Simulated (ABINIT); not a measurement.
# A GW chain in ABINIT: LiGeN (P6_3mc)

Aim: the G0W0 gap of LiGeN (P6_3mc) on PBE, step by step.

Main program and level: ABINIT 10.8.3; PBE and many-body steps on it, plane waves.

This is a report of a sequence of runs, with most program output left out.

## Step 1: The structure

Symmetry: P6_3mc, No. 186, hexagonal system. The conventional cell has a = 3.012 Å, b = 3.012 Å, c = 9.419 Å, α = 90.00°, β = 90.00°, γ = 120.00°. Nearest to Li lie 3 N at 2.18 Å. Nearest to Ge lie 3 N at 2.00 Å. N has 3 Ge at 2.00 Å and 3 Li at 2.18 Å nearest. Farther neighbours and most contacts between anions are not listed.

The cell and positions are those that the Materials Project relaxed with its own functionals (PBE, PBE+U or r2SCAN), kept fixed.

## Step 2: Ground state

This step: ABINIT 10.8.3; DFT, PBE, plane waves, norm-conserving pseudopotentials.

The ground-state density comes first.

Contents of run.abi:

```
acell 3*1.0 Angstrom
rprim 
  3.012408535488 -0.000000000022 0.000000000000
  -1.506204267725 2.608822318321 0.000000000000
  0.000000000000 0.000000000000 9.419459000000
ntypat 3
znucl 3 32 7
natom 6
typat 1 1 2 2 3 3
xred 
  0.666666666667 0.333333333333 0.743392000000
  0.333333333333 0.666666666667 0.243392000000
  -0.000000000000 -0.000000000000 0.498023000000
  -0.000000000000 -0.000000000000 0.998023000000
  0.333333333333 0.666666666667 0.603223000000
  0.666666666667 0.333333333333 0.103223000000
pp_dirpath "pseudos"
pseudos "Li.upf, Ge.upf, N.upf"
ecut 56
ngkpt 6 6 2
nshiftk 1
shiftk 0 0 0
kptopt 1
chksymbreak 0
nband 37
occopt 1
tolvrs 1e-10
nstep 60
prtwf 0
optforces 0
optstress 0
indata_prefix "in"
outdata_prefix "out"
tmpdata_prefix "tmp"
```

The run is started by

```console
OMP_NUM_THREADS=1 mpirun -n 4 abinit run.abi > log
```

Run time: 72 s. Hardware: 4 MPI ranks of Arm Neoverse V1, shared host; peak memory 0.59 GiB.

This step gave:

```yaml
total_energy: -16183.1638 eV
gap: 1.464 eV
k_of_the_valence_top: 0.1667, 0.1667, 0
k_of_the_conduction_bottom: 0.5, 0, 0
least_direct_gap: 2.454 eV
```

The gap is indirect, with the least direct gap 0.99 eV higher.

## Step 3: Bands along the symmetry lines

Levels along a band path, at the cheap level, show where the edges lie and whether the meshes to come will hold them.

Contents of run.abi:

```
acell 3*1.0 Angstrom
rprim 
  3.012408535488 -0.000000000022 0.000000000000
  -1.506204267725 2.608822318321 0.000000000000
  0.000000000000 0.000000000000 9.419459000000
ntypat 3
znucl 3 32 7
natom 6
typat 1 1 2 2 3 3
xred 
  0.666666666667 0.333333333333 0.743392000000
  0.333333333333 0.666666666667 0.243392000000
  -0.000000000000 -0.000000000000 0.498023000000
  -0.000000000000 -0.000000000000 0.998023000000
  0.333333333333 0.666666666667 0.603223000000
  0.666666666667 0.333333333333 0.103223000000
pp_dirpath "pseudos"
pseudos "Li.upf, Ge.upf, N.upf"
ecut 56
iscf -2
irdden 1
kptopt 0
nkpt 75
kpt 
  0.00000000 0.00000000 0.00000000
  0.06250000 0.00000000 0.00000000
  0.12500000 0.00000000 0.00000000
  0.18750000 0.00000000 0.00000000
  0.25000000 0.00000000 0.00000000
  0.31250000 0.00000000 0.00000000
  0.37500000 0.00000000 0.00000000
  0.43750000 0.00000000 0.00000000
  0.50000000 0.00000000 0.00000000
  0.47916667 0.04166667 0.00000000
  0.45833333 0.08333333 0.00000000
  0.43750000 0.12500000 0.00000000
  0.41666666 0.16666666 0.00000000
  0.39583333 0.20833333 0.00000000
  0.37500000 0.25000000 0.00000000
  0.35416666 0.29166666 0.00000000
  0.33333333 0.33333333 0.00000000
  0.29166666 0.29166666 0.00000000
  0.25000000 0.25000000 0.00000000
  0.20833333 0.20833333 0.00000000
  0.16666666 0.16666666 0.00000000
  0.12500000 0.12500000 0.00000000
  0.08333333 0.08333333 0.00000000
  0.04166667 0.04166667 0.00000000
  0.00000000 0.00000000 0.00000000
  0.00000000 0.00000000 0.06250000
  0.00000000 0.00000000 0.12500000
  0.00000000 0.00000000 0.18750000
  0.00000000 0.00000000 0.25000000
  0.00000000 0.00000000 0.31250000
  0.00000000 0.00000000 0.37500000
  0.00000000 0.00000000 0.43750000
  0.00000000 0.00000000 0.50000000
  0.06250000 0.00000000 0.50000000
  0.12500000 0.00000000 0.50000000
  0.18750000 0.00000000 0.50000000
  0.25000000 0.00000000 0.50000000
  0.31250000 0.00000000 0.50000000
  0.37500000 0.00000000 0.50000000
  0.43750000 0.00000000 0.50000000
  0.50000000 0.00000000 0.50000000
  0.47916667 0.04166667 0.50000000
  0.45833333 0.08333333 0.50000000
  0.43750000 0.12500000 0.50000000
  0.41666666 0.16666666 0.50000000
  0.39583333 0.20833333 0.50000000
  0.37500000 0.25000000 0.50000000
  0.35416666 0.29166666 0.50000000
  0.33333333 0.33333333 0.50000000
  0.29166666 0.29166666 0.50000000
  0.25000000 0.25000000 0.50000000
  0.20833333 0.20833333 0.50000000
  0.16666666 0.16666666 0.50000000
  0.12500000 0.12500000 0.50000000
  0.08333333 0.08333333 0.50000000
  0.04166667 0.04166667 0.50000000
  0.00000000 0.00000000 0.50000000
  0.50000000 0.00000000 0.50000000
  0.50000000 0.00000000 0.43750000
  0.50000000 0.00000000 0.37500000
  0.50000000 0.00000000 0.31250000
  0.50000000 0.00000000 0.25000000
  0.50000000 0.00000000 0.18750000
  0.50000000 0.00000000 0.12500000
  0.50000000 0.00000000 0.06250000
  0.50000000 0.00000000 0.00000000
  0.33333333 0.33333333 0.50000000
  0.33333333 0.33333333 0.43750000
  0.33333333 0.33333333 0.37500000
  0.33333333 0.33333333 0.31250000
  0.33333333 0.33333333 0.25000000
  0.33333333 0.33333333 0.18750000
  0.33333333 0.33333333 0.12500000
  0.33333333 0.33333333 0.06250000
  0.33333333 0.33333333 0.00000000
istwfk *1
nband 37
nbdbuf 2
tolwfr 1e-08
nstep 40
prtwf 0
prtvol 0
indata_prefix "in"
outdata_prefix "out"
tmpdata_prefix "tmp"
```

Elapsed: 2.6 min, on 4 MPI ranks; peak memory 0.79 GiB; 10 min of CPU time.

Numbers from this step:

* gap: 1.455 eV
* k of the valence top: 0.25, 0, 0
* k of the conduction bottom: 0.5, 0, 0
* least direct gap: 2.417 eV

The gap is 1.455 eV, −0.009 eV from the run before at this level.

Electronic bands along the path, in eV, zero at the top of the highest filled band:

| point | band 27 | band 28 | band 29 | band 30 | band 31 | band 32 | band 33 | band 34 |
| --- | --- | --- | --- | --- | --- | --- | --- | --- |
| Γ | -1.11 | -1.11 | -1.11 | -0.29 | 2.58 | 3.53 | 7.21 | 7.60 |
| halfway | -1.99 | -1.95 | -1.73 | 0.00 | 3.74 | 4.26 | 4.87 | 5.73 |
| M | -2.70 | -2.65 | -1.14 | -1.00 | 1.46 | 2.16 | 5.05 | 5.15 |
| halfway | -3.42 | -3.30 | -1.10 | -0.65 | 1.95 | 2.79 | 4.95 | 5.37 |
| K | -3.09 | -3.09 | -1.28 | -0.16 | 2.47 | 2.47 | 4.33 | 4.33 |
| halfway | -2.86 | -2.84 | -1.53 | -0.01 | 4.48 | 4.51 | 4.82 | 5.50 |
| Γ | -1.11 | -1.11 | -1.11 | -0.29 | 2.58 | 3.53 | 7.21 | 7.60 |
| halfway | -1.11 | -1.11 | -1.11 | -0.67 | 2.81 | 3.45 | 7.26 | 7.54 |
| A | -1.11 | -1.11 | -1.11 | -1.11 | 3.20 | 3.20 | 7.40 | 7.40 |
| halfway | -1.97 | -1.97 | -0.87 | -0.87 | 4.08 | 4.08 | 5.18 | 5.18 |
| L | -2.67 | -2.67 | -1.15 | -1.15 | 1.89 | 1.89 | 5.22 | 5.22 |
| halfway | -3.35 | -3.35 | -0.94 | -0.94 | 2.41 | 2.41 | 5.29 | 5.29 |
| H | -3.09 | -3.09 | -0.79 | -0.79 | 2.44 | 2.44 | 4.42 | 4.42 |
| halfway | -2.85 | -2.85 | -0.74 | -0.74 | 4.33 | 4.33 | 5.43 | 5.43 |
| A | -1.11 | -1.11 | -1.11 | -1.11 | 3.20 | 3.20 | 7.40 | 7.40 |
| jump to L | -2.67 | -2.67 | -1.15 | -1.15 | 1.89 | 1.89 | 5.22 | 5.22 |
| halfway | -2.69 | -2.66 | -1.16 | -1.06 | 1.60 | 2.11 | 5.10 | 5.23 |
| M | -2.70 | -2.65 | -1.14 | -1.00 | 1.46 | 2.16 | 5.05 | 5.15 |
| jump to H | -3.09 | -3.09 | -0.79 | -0.79 | 2.44 | 2.44 | 4.42 | 4.42 |
| halfway | -3.09 | -3.09 | -1.15 | -0.36 | 2.45 | 2.45 | 4.38 | 4.38 |
| K | -3.09 | -3.09 | -1.28 | -0.16 | 2.47 | 2.47 | 4.33 | 4.33 |

## Step 4: Empty states on the mesh, 3×3×1 mesh, 85 bands

The sums over transitions need many empty states on a uniform mesh; this step solves for them.

Contents of run.abi:

```
acell 3*1.0 Angstrom
rprim 
  3.012408535488 -0.000000000022 0.000000000000
  -1.506204267725 2.608822318321 0.000000000000
  0.000000000000 0.000000000000 9.419459000000
ntypat 3
znucl 3 32 7
natom 6
typat 1 1 2 2 3 3
xred 
  0.666666666667 0.333333333333 0.743392000000
  0.333333333333 0.666666666667 0.243392000000
  -0.000000000000 -0.000000000000 0.498023000000
  -0.000000000000 -0.000000000000 0.998023000000
  0.333333333333 0.666666666667 0.603223000000
  0.666666666667 0.333333333333 0.103223000000
pp_dirpath "pseudos"
pseudos "Li.upf, Ge.upf, N.upf"
ecut 56
ngkpt 3 3 1
nshiftk 1
shiftk 0 0 0
kptopt 1
chksymbreak 0
iscf -2
irdden 1
istwfk *1
nband 85
nbdbuf 6
tolwfr 1e-09
nstep 60
prtvol 0
indata_prefix "in"
outdata_prefix "out"
tmpdata_prefix "tmp"
```

The run is started by

```console
OMP_NUM_THREADS=1 mpirun -n 3 abinit run.abi > log
```

It took 26 s on 3 MPI ranks; peak memory 0.34 GiB; 78 s of CPU time.

This step gave:

| Item | Value |
| --- | --- |
| gap | 2.628 eV |
| k of the valence top | 0.3333, 0, 0 |
| k of the conduction bottom | 0.3333, 0.3333, 0 |
| least direct gap | 2.631 eV |
| k points computed | 3 |
| lowest point of the top converged band, above the valence top | 36.96 eV |

On this mesh the gap is 2.628 eV. The earlier step found 1.464 eV, so this mesh misses an edge.

## Step 5: Screening, 3×3×1 mesh, 79 bands, screening to 106.1 eV

The RPA dielectric matrix is built and inverted for each q.

This step: RPA screening on PBE, plane waves, norm-conserving pseudopotentials.

run.abi: that of step 4 with these lines changed.

```diff
@@ -24,10 +24,11 @@
 chksymbreak 0
-iscf -2
-irdden 1
 istwfk *1
-nband 85
-nbdbuf 6
-tolwfr 1e-09
-nstep 60
-prtvol 0
+occopt 1
+irdwfk 1
+optdriver 3
+nband 79
+ecuteps 3.9
+inclvkb 2
+awtr 1
+symchi 1
 indata_prefix "in"
```

The run is started by

```console
OMP_NUM_THREADS=1 mpirun -n 4 abinit run.abi > log
```

It took 16 s on 4 MPI ranks; peak memory 0.96 GiB; 63 s of CPU time.

This step gave:

| Quantity | Value |
| --- | --- |
| ε∞ with local fields, on this mesh, along the program's q direction | 11.87 |
| the same without local fields | 13.41 |
| plasma frequency | 33.43 eV |
| plane waves in the screening matrix | 201 |

Local fields lower ε∞ by 11 %. On a Γ-centred mesh this coarse the value itself is usually too large, while a short band sum pulls it down.

## Step 6: Self-energy, 3×3×1 mesh, 79 bands, screening to 106.1 eV

The self-energy is evaluated for the states that the input lists, and the levels follow from it, in one-shot runs by the linearised quasiparticle equation.

This step: G0W0 on PBE, plane waves, norm-conserving pseudopotentials.

run.abi: that of step 5 with these lines changed.

```diff
@@ -27,8 +27,19 @@
 irdwfk 1
-optdriver 3
+optdriver 4
 nband 79
+gwcalctyp 0
+ecutsigx 56
+symsigma 1
+nkptgw 3
+kptgw 
+  0.3333333333 0.0000000000 0.0000000000
+  0.3333333333 0.3333333333 0.0000000000
+  0.0000000000 0.0000000000 0.0000000000
+bdgw 
+  29 32
+  29 32
+  26 32
 ecuteps 3.9
-inclvkb 2
-awtr 1
-symchi 1
+irdscr 1
+ppmodel 1
 indata_prefix "in"
```

Wall time 9.3 s (4 MPI ranks); peak memory 0.95 GiB.

This step gave:

* G0W0 gap on the points computed: 3.187 eV
* starting gap on the mesh: 2.628 eV
* k of the valence top: 0.3333, 0, 0
* k of the conduction bottom: 0.3333, 0.3333, 0
* Z at the valence top: 0.778
* Z at the conduction bottom: 0.801
* least direct G0W0 gap on the computed points: 3.346 eV

The gap on the mesh goes from 2.63 eV to 3.19 eV, a correction of +0.56 eV. The start differs from the 1.46 eV found before because the two sample other k points.

Limits: finite bands, cutoff and mesh; no spin-orbit coupling; coarse k mesh. v1 is the top filled band, c1 the lowest empty one. Levels before and after the correction, in eV, zero at the valence-band top of each column:

|  | conduction bottom | valence top |
| --- | --- | --- |
| Kohn-Sham | 2.63 | 0.00 |
| G0W0 | 3.19 | 0.00 |

|  | level | energy (eV) |
| --- | --- | --- |
| Kohn-Sham | (0.333 0 0) v2 | -1.239 |
| Kohn-Sham | (0.333 0 0) v1 | 0.000 |
| Kohn-Sham | (0.333 0 0) c1 | 2.900 |
| Kohn-Sham | (0.333 0 0) c2 | 3.229 |
| Kohn-Sham | (0.333 0.333 0) v2 | -1.123 |
| Kohn-Sham | (0.333 0.333 0) v1 | -0.003 |
| Kohn-Sham | (0.333 0.333 0) c1-c2 | 2.628 |
| G0W0 | (0.333 0 0) v2 | -1.547 |
| G0W0 | (0.333 0 0) v1 | 0.000 |
| G0W0 | (0.333 0 0) c1 | 3.547 |
| G0W0 | (0.333 0 0) c2 | 3.895 |
| G0W0 | (0.333 0.333 0) v2 | -1.505 |
| G0W0 | (0.333 0.333 0) v1 | -0.159 |
| G0W0 | (0.333 0.333 0) c1-c2 | 3.187 |

## Step 7: Where the time went

Times are wall times on the hardware named with each run, good to a factor of about two.

| step | time | share | memory (GiB) |
| --- | --- | --- | --- |
| ground state | 72 s | 26 % | 0.59 |
| bands along the symmetry lines | 2.6 min | 56 % | 0.79 |
| empty states on the mesh | 26 s | 9 % | 0.34 |
| screening | 16 s | 6 % | 0.96 |
| self-energy | 9.3 s | 3 % | 0.95 |

## Step 8: What came out

| Item | Value |
| --- | --- |
| PBE gap | 1.46 eV, indirect |
| G0W0 gap on the mesh | 3.19 eV |
| G0W0 gap over the zone (rigid shift) | 2.01 eV |
| GW settings | 3×3×1 mesh, 79 bands, screening to 106.1 eV, Godby-Needs plasmon pole |
| known limits | not at the basis limit; no spin-orbit coupling; coarse k mesh |

What this shows: G0W0 moves the gap on the mesh from 2.63 eV to 3.19 eV (+0.56 eV), with Z of 0.78 and 0.80 at the edges. The mesh misses the band edges by 1.17 eV in all; a rigid shift gives 2.01 eV for the zone. Local fields lower the RPA ε∞ on this mesh from 13.41 to 11.87; a Γ-centred mesh this coarse tends to raise both, most where the direct gap is narrow, while a short band sum lowers them. The dearest step here is «bands along the symmetry lines». Bands and cutoff are finite, so the gap is not at the basis limit. The miss can reach some tenths of an eV and take either sign; the mesh is an error of its own. A denser mesh or path gives a starting gap of 1.46 eV: the GW mesh misses a band edge, so its gaps are not the fundamental one. The 3×3×1 mesh is coarse for this cell, which bears on the long-range parts of exchange and screening. The many-body steps are scalar-relativistic: spin-orbit coupling is not in them.

[Paths, hosts, dates, memory and timing lines, banners, echoed tables and standing remarks are left out of the program output.]

[Logs are printed without paths, hosts, clocks, repeated set-up lines and the standing remarks that a program may print on its own settings, such as how far it seeks lower states.]

[Runs of the session that timed out or met a known fault of the program may be left out.]

[Hosts, paths, dates, database ids (printed as entryN), source tags and the programs' standing remarks are cut or masked in the printed files.]

[G0W0 gaps are taken among the corrected bands and points alone; a level outside them can change the order at an edge.]

[Where Ansatz stands beside ABINIT at settings called matched, ABINIT's density can come from a denser mesh and the files from another edition; pairs whose starting gaps differed by over 0.03 eV were left out, so agreement reads better than it is.]
